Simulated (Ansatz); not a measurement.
# NaCdCl3 (model cell, started as cubic perovskite with Cd in the octahedra): a soft mode frozen in, part 3 of 3

Aim: this structure of NaCdCl3 (model cell, started as cubic perovskite with Cd in the octahedra) is to be tested for unstable modes, and one is followed downhill.

Ansatz 0.2.0; DFT r2SCAN, scalar-relativistic, plane waves, PAW; PAW set soft_1.

So far. Step 5 (Energy along the mode, all amplitudes (two of the runs …): The lowest of the steps tried is the last one, at 0.6 Å, 26.8 meV/atom below the parent; the bottom of the well need not coincide with a step. Step 7 (The new phase in its own primitive cell): The largest force component left is 0.29 meV/Å and the pressure is 0.002 GPa, within the tolerances set. The cell now holds 28.48 Å³/atom. The relaxed cell has a = 5.211, c = 5.245 Å (conventional setting).

The structure was built from a prototype and need not be the compound's stable phase.

### Step 8. Modes of the new phase, k-mesh 4×4×4

A relaxed structure may still be a saddle point, so its zone-centre modes are computed. The response to a homogeneous field gives the Born charges and the dielectric tensor.

File input.yaml:

```yaml
crystal:
  lattice:
    - [5.2106729969, 0.0, 0.0]
    - [0.0, 5.2106729969, 0.0]
    - [0.0, 0.0, 5.2445508577]
  atoms:
    - { symbol: Na, position: [0.0, 0.0, 0.7893444014] }
    - { symbol: Cd, position: [0.5, 0.5, 0.5093404736] }
    - { symbol: Cl, position: [0.5, 0.0, 0.5672872212] }
    - { symbol: Cl, position: [0.5, 0.5, 0.0286153821] }
    - { symbol: Cl, position: [0.0, 0.5, 0.5672872212] }
kpoints:
  mp_grid: { grid: [4, 4, 4] }
hamiltonian:
  xc: r2scan
  pseudopotentials: { kind: paw, azcp: { folder: soft_1 } }
scf:
  occupations: { method: fixed }
output:
  eigenvalues: true
phonons:
  method: dfpt
  dielectric: true
  rigid_motions: translations
```

Run with:

```
> ansatz run input.yaml --threads 4 --pin off --max-ram 16384MiB --backend cpu --events-out ev --progress --plain --runs-dir out
```

Numbers of over 12 decimals in the logs are rounded to 6 here.

The log of the run:

```text
[...]
Crystal: 5 atoms, lattice volume = 142.395 Å³
Basis set: ecut = 500 eV, 3711 PW (Γ), exchange–correlation on 400×400×400 points (1000 copies of the dense FFT grid, shifted against one another)
Bands: 30, of which v1, the nominal top of the filled ones, is band 25 counted from 1 (24 counted from 0)
Symmetry: 8 space group operations
k-points: 36 of 64 (irreducible under 1 space group operation, time reversal used)
[...]
SCF iter   1: F=—  HF=-13017.239420 eV  |F-HF|=—  |Δ(HF+E_count)|=         —  Δρ=6.65e-2  dr2=5.54e0  dr2_τ=1.36e-2  ethr=3.10e-3  ⟨swp⟩=5.0  Hψ=4047  notcnv=0  defer=105
[...]
SCF iter  11: F=-13015.135786 eV  HF=-13015.135786 eV  |F-HF|=8.55e-11  |Δ(HF+E_count)|=   1.50e-9  Δρ=1.31e-7  dr2=3.81e-11  dr2_τ=2.95e-12  ethr=1.00e-12  ⟨swp⟩=17.8  Hψ=8651  notcnv=0
SCF 1 converged in 11 iterations: F = -13015.135786 eV  dr2 = 3.81e-11
[...]
── the response to a field inside a basis, on 4×4×4 k-points: an SCF that follows is theirs, and a resumed run solves both again ──
Bands: 26, of which v1, the nominal top of the filled ones, is band 25 counted from 1 (24 counted from 0)
k-points: 6 of 64 (time reversal used)
[...]
Eigensolver: Dense (6 Hₖ)
SCF iter   1: F=—  HF=-13015.091408 eV  |F-HF|=—  |Δ(HF+E_count)|=         —  Δρ=3.33e-4  dr2=3.16e-5  dr2_τ=3.37e-5  ethr=1.00e-1
[...]
SCF iter   4: F=-13015.091461 eV  HF=-13015.091461 eV  |F-HF|=2.58e-9  |Δ(HF+E_count)|=   1.07e-7  Δρ=4.72e-6  dr2=4.42e-8  dr2_τ=2.74e-9  ethr=6.12e-10
SCF 1 converged in 4 iterations: F = -13015.091461 eV  dr2 = 4.42e-8
[...]
WARN: field response: ε∞ stands inside a basis, on 4×4×4 points; the force constants stand on the 4×4×4 k-mesh, whose period is 13.00 times the interband length at k = (0.0000, 0.0000, 0.0000), direct gap 2.949 eV, under 14: take them and everything formed from them as unconverged, and compare with a denser kpoints.mp_grid
SCF converged after 11 iterations
Free energy (F): -13015.135786 eV
[...]
Internal energy: -13015.135786 eV  (E = F + TS)
E sigma→0 (E₀):  -13015.135786 eV
Fermi energy:    1.415274 eV
[...]
--- Band table (eV; the first three rows and the last of 36) ---
  k-point 0: bands = [... 21 lower, 0.4177, 0.6585, 0.9721, 0.9721, 3.9206, 6.6238, 9.9265, 10.7273, ... 1 higher]
  k-point 1: bands = [... 21 lower, 0.2620, 0.3625, 0.8851, 0.8851, 4.9945, 7.1398, 9.5724, 10.9360, ... 1 higher]
  k-point 2: bands = [... 21 lower, 0.2253, 0.3087, 0.7903, 0.7903, 6.4217, 8.2241, 8.5355, 10.6875, ... 1 higher]
  k-point 35: bands = [... 21 lower, 1.1327, 1.3187, 1.3187, 1.4153, 7.5851, 8.4596, 8.4991, 8.4991, ... 1 higher]
[...]
k mesh reduced under 1 symmetry operation, with k and −k counted as one. Each operation leaves every solved perturbation unchanged. A smaller set is not considered because the functional reads the kinetic-energy density
  ASR residual: 2.252e-4 → 0.000e0 eV/Å²; symmetrization residual: 1.363e-5 eV/Å²
  ASR residual per site (eV/Å²): 2.25e-4 2.08e-5 5.62e-5 8.76e-5 5.62e-5
[...]
ε∞ (high-frequency dielectric tensor):
        2.805794     0.000000    -0.000000
        0.000000     2.805794     0.000000
       -0.000000     0.000000     2.835813
  ε⁰ (static dielectric tensor: ions relaxed, cell fixed):
       22.706928     0.000000    -0.000000
        0.000000    22.706928     0.000000
       -0.000000     0.000000     8.081740
  ε⁰ − ε∞ (ionic part):
       19.901134     0.000000    -0.000000
        0.000000    19.901134     0.000000
       -0.000000     0.000000     5.245927
  softest optical mode at Γ: 29.36 cm⁻¹; the repairs (sum rule, projections) moved no ω² at Γ by more than (2.25 cm⁻¹)²
  Born effective charges Z* (e; rows j = field, columns β = displacement):
    site 0:
         1.23446    0.00000   -0.00000
         0.00000    1.23446    0.00000
        -0.00000    0.00000    0.94259
    site 1:
         2.56855    0.00000   -0.00000
         0.00000    2.56855    0.00000
         0.00000    0.00000    2.72272
    site 2:
        -0.93184    0.00000    0.00000
         0.00000   -2.09702    0.00000
         0.00000    0.00000   -0.69748
    site 3:
        -0.77415    0.00000    0.00000
         0.00000   -0.77415    0.00000
         0.00000    0.00000   -2.27035
    site 4:
        -2.09702    0.00000   -0.00000
         0.00000   -0.93184    0.00000
        -0.00000    0.00000   -0.69748
  Z* charge neutrality: 2.150e-3 e pre-enforcement
  solved inside a basis spanned on kpoints, on 4×4×4 k-points, its susceptibility summed on 8×8×8: ε∞ is read to err by 5.6e-3, Z* by 2.2e-2 e (field_mesh: kpoints solves on kpoints); Z* is corrected for what the basis lacks
  optical modes at Γ without the LO–TO term, one row a degenerate level:
      ω (cm⁻¹)  modes    IR ((D/Å)²/amu)
         29.36      2             1.8350
         74.61      1             0.2143
         81.23      2             1.1174
         81.68      1             0.0000
        103.34      1             2.7213
        138.19      2             5.1225
        242.68      2             5.3256
        246.76      1             3.4651
  optical modes at Γ + LO–TO along q̂ = [1.0000, 0.0000, 0.0000]:
      ω (cm⁻¹)  modes    IR ((D/Å)²/amu)
         29.36      1             0.9175
         50.94      1             0.1001
         74.61      1             0.2143
         81.23      1             0.5587
         81.68      1             0.0000
         90.53      1             0.1357
        103.34      1             2.7213
        138.19      1             2.5613
[...]
optical modes at Γ + LO–TO along q̂ = [0.0000, 1.0000, 0.0000]:
      ω (cm⁻¹)  modes    IR ((D/Å)²/amu)
[...]
174.39      1             1.3862
        242.68      1             2.6628
        246.76      1             3.4651
        282.87      1             5.0783
  optical modes at Γ + LO–TO along q̂ = [0.0000, 0.0000, 1.0000]:
      ω (cm⁻¹)  modes    IR ((D/Å)²/amu)
         29.36      2             1.8350
         76.35      1             0.0112
         81.23      2             1.1174
         81.68      1             0.0000
        138.19      2             5.1225
        145.08      1             1.2627
        242.68      2             5.3256
        289.94      1             5.1269
```

Wall time 5.6 min (4 threads of Arm Neoverse V2, shared host); peak memory 13 GiB; 22 min of CPU time.

Numbers from this step:

| Property | Result |
| --- | --- |
| sum-rule residual before enforcement | 2.25e-4 eV/Å² |
| miss of the charge sum rule | 0.002150 e |
| estimated error of the dielectric tensor | 0.005580 |
| estimated error of the Born charges | 0.02235 e |
| point group | 4mm |
| highest optical mode at the zone centre (no LO-TO term) | 246.8 cm⁻¹ |
| lowest optical zone-centre mode | 29.36 cm⁻¹ |
| mean high-frequency dielectric constant | 2.816 |
| largest Born charge (third of the trace) | 2.620 e |
| mean static dielectric constant | 17.83 |
| top of the zone-centre spectrum with the field | 289.9 cm⁻¹ |

Without the LO-TO term. Patterns of degenerate modes are one choice out of their space. Modes at Γ, with each element's share of the kinetic energy:

```tsv
mode	frequency (cm⁻¹)	symmetry	Na %	Cd %	Cl %
1	0.0	acoustic	10	46	44
2	0.0	acoustic	10	46	44
3	0.0	acoustic	10	46	44
4	29.4	E	21	0	78
5	29.4	E	21	0	78
6	74.6	A1	33	39	29
7	81.2	E	18	43	39
8	81.2	E	18	43	39
9	81.7	B1	0	0	100
10	103.3	A1	58	4	38
11	138.2	E	51	0	49
12	138.2	E	51	0	49
13	242.7	E	0	10	90
14	242.7	E	0	10	90
15	246.8	A1	0	11	89
```

Displacements in mode 4 (29.4 cm⁻¹), the largest set to 1:
```
Na1  0.00 -0.71  0.00
Cd2  0.00 -0.05  0.00
Cl3  0.00  0.06  0.00
Cl4  0.01  1.00  0.00
Cl5  0.00 -0.46  0.00
```

Displacements in mode 8 (81.2 cm⁻¹), the largest set to 1:
```
Na1  0.00 -1.00  0.00
Cd2  0.00  0.69  0.00
Cl3  0.00  0.10  0.00
Cl4  0.00 -0.77  0.00
Cl5  0.00 -0.88  0.00
```

Optical modes at the zone centre, without and with the macroscopic field of the longitudinal modes; each column is sorted by frequency, so a row need not hold one and the same mode. Modes with and without the field, by row:

```tsv
rank among optical modes	no field (cm⁻¹)	q along (1, 0, 0) (cm⁻¹)	q along (0, 0, 1) (cm⁻¹)
1	29.4	29.4	29.4
2	29.4	50.9	29.4
3	74.6	74.6	76.3
4	81.2	81.2	81.2
5	81.2	81.7	81.2
6	81.7	90.5	81.7
7	103.3	103.3	138.2
8	138.2	138.2	138.2
9	138.2	174.4	145.1
10	242.7	242.7	242.7
11	242.7	246.8	242.7
12	246.8	282.9	289.9
```

Born charge (rows field, columns displacement) (e), principal values of the symmetric part by kind of site:

```tsv
atom	atoms with these values	low	middle	high	mean
Na1	1	0.94	1.23	1.23	1.14
Cd2	1	2.57	2.57	2.72	2.62
Cl3	2	-2.10	-0.93	-0.70	-1.24
Cl4	1	-2.27	-0.77	-0.77	-1.27
```

In full for Na1:

```
1.23 0.00 0.00
0.00 1.23 0.00
0.00 0.00 0.94
```

High-frequency dielectric tensor:

```
2.81 0.00 0.00
0.00 2.81 0.00
0.00 0.00 2.84
```

Static dielectric tensor (ions relaxed, fixed cell):

```
22.71  0.00  0.00
 0.00 22.71  0.00
 0.00  0.00  8.08
```

Transverse modes. Infrared lines, with heights relative to the strongest:

```tsv
position (cm⁻¹)	relative intensity
29	34
75	4.0
81	21
82	0.0
103	51
138	96
243	100
247	65
```

Before it was imposed, the acoustic sum rule was missed by 2.3e-4 eV/Å² and the charge sum rule by 0.0022 e. Small misses are needed for a sound result but don't prove that mesh and cutoff are converged. The lowest optical mode is real, 29.4 cm⁻¹.

The log warns of the k mesh: “the force constants stand on the 4×4×4 k-mesh, whose period is 13.00 times the interband length at k = (0.0000, 0.0000, 0.0000), direct gap 2.949 eV, under 14: take them and everything formed from them as unconverged”.

### Step 9. Summary of results

```
unstable mode of the parent                                                      : q = (0, 0, 0), 93i cm⁻¹
depth at the lowest point sampled                                                : 26.8 meV/atom
largest atomic shift at that point                                               : 0.6 Å
space group reached (within 0.01 Å)                                              : P4mm
energy gained over the parent (first relaxation, on the mesh of the frozen mode) : 48.5 meV/atom
volume per atom, phase reached                                                   : 28.5 Å³
gap on the k-mesh, phase reached                                                 : 2.51 eV
lowest optical zone-centre mode, phase reached                                   : 29.4 cm⁻¹
highest optical mode at the zone centre (no LO-TO term), phase reached           : 247 cm⁻¹
```

Along this mode the structure falls into P4mm, 48.5 meV/atom below the parent. At the parent's cell the well is 26.83 meV/atom deep on the steps tried, with its lowest point at a shift of 0.6 Å. That is the last step tried, so the steps alone don't bracket the bottom of the well. Relaxing atoms and cell changes the gain by +21.66 meV/atom against the lowest step (energies at zero smearing). The new phase has no imaginary mode at the zone centre of its cell; other wavevectors were not checked. Of the 6 patterns followed to their end from this parent, this one ends 77.4 meV/atom above the lowest, Imma. Each path keeps the symmetry of its pattern, so a lower phase may lie along a pattern not tried. With the field response the log warns that the k mesh is coarse for the force constants too, so the frequencies may not be converged. The starting cell was built on a prototype and not taken from a measurement, so the phase need not exist.

[Logs are printed without paths, hosts, clocks, repeated set-up lines and the standing remarks that a program may print on its own settings, such as how far it seeks lower states.]

[Hosts, paths, dates, database ids (printed as entryN), source tags and the programs' standing remarks are cut or masked in the printed files.]
